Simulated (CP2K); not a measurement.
Two runs for the C K edge of 2-carboxyimidazole. Run A: CP2K XAS_TDP, all-electron GAPW, PBEh(45%), aug-cc-pVDZ, TDA, no relativity. Run B differs in one setting.

First lines with a strength over 0.0015. A:

| atom | energy (eV) | states | strength, one atom |
| --- | --- | --- | --- |
| C2 (bonded to C and 2 O) | 283.41 | 1 | 0.0679 |
|  | 288.35 | 1 | 0.0030 |
|  | 288.98 | 1 | 0.0036 |
|  | 289.00 | 1 | 0.0136 |
|  | 289.87 | 1 | 0.0028 |
| C4 (bonded to C and 2 N) | 282.56 | 1 | 0.0321 |
|  | 286.17 | 1 | 0.0287 |
|  | 286.31 | 1 | 0.0023 |
|  | 286.82 | 1 | 0.0058 |
|  | 286.97 | 1 | 0.0023 |
| C6 (bonded to C, N and H) | 282.63 | 1 | 0.0557 |
|  | 285.01 | 1 | 0.0082 |
|  | 285.65 | 1 | 0.0031 |
|  | 286.46 | 1 | 0.0019 |
|  | 286.54 | 1 | 0.0030 |
| C7 (bonded to C, N and H) | 282.30 | 1 | 0.0489 |
|  | 285.00 | 1 | 0.0067 |
|  | 285.12 | 1 | 0.0125 |
|  | 286.14 | 1 | 0.0027 |
|  | 286.56 | 1 | 0.0023 |

B:

| atom | energy (eV) | states | strength, one atom |
| --- | --- | --- | --- |
| C2 (bonded to C and 2 O) | 289.89 | 1 | 0.0664 |
|  | 294.83 | 1 | 0.0029 |
|  | 295.47 | 1 | 0.0035 |
|  | 295.48 | 1 | 0.0133 |
|  | 296.35 | 1 | 0.0027 |
| C4 (bonded to C and 2 N) | 287.93 | 1 | 0.0315 |
|  | 291.55 | 1 | 0.0282 |
|  | 291.69 | 1 | 0.0023 |
|  | 292.20 | 1 | 0.0057 |
|  | 292.35 | 1 | 0.0022 |
| C6 (bonded to C, N and H) | 288.37 | 1 | 0.0546 |
|  | 290.75 | 1 | 0.0080 |
|  | 291.38 | 1 | 0.0030 |
|  | 292.19 | 1 | 0.0019 |
|  | 292.28 | 1 | 0.0030 |
| C7 (bonded to C, N and H) | 287.94 | 1 | 0.0479 |
|  | 290.63 | 1 | 0.0066 |
|  | 290.75 | 1 | 0.0122 |
|  | 291.77 | 1 | 0.0027 |
|  | 292.19 | 1 | 0.0023 |

Question: Which was it: the basis, scalar relativity switched on, the functional, GW2X switched on?

GW2X switched on. GW2X shifts an atom's lines together and keeps their spacings. Against PBEh(45%) in aug-cc-pVDZ, the leading lines move by +6.48 eV (C2, to 289.89), +5.37 eV (C4, to 287.93), +5.74 eV (C6, to 288.37) and +5.64 eV (C7, to 287.94).

[Hosts, paths, dates, database ids (printed as entryN), source tags and the programs' standing remarks are cut or masked in the printed files.]
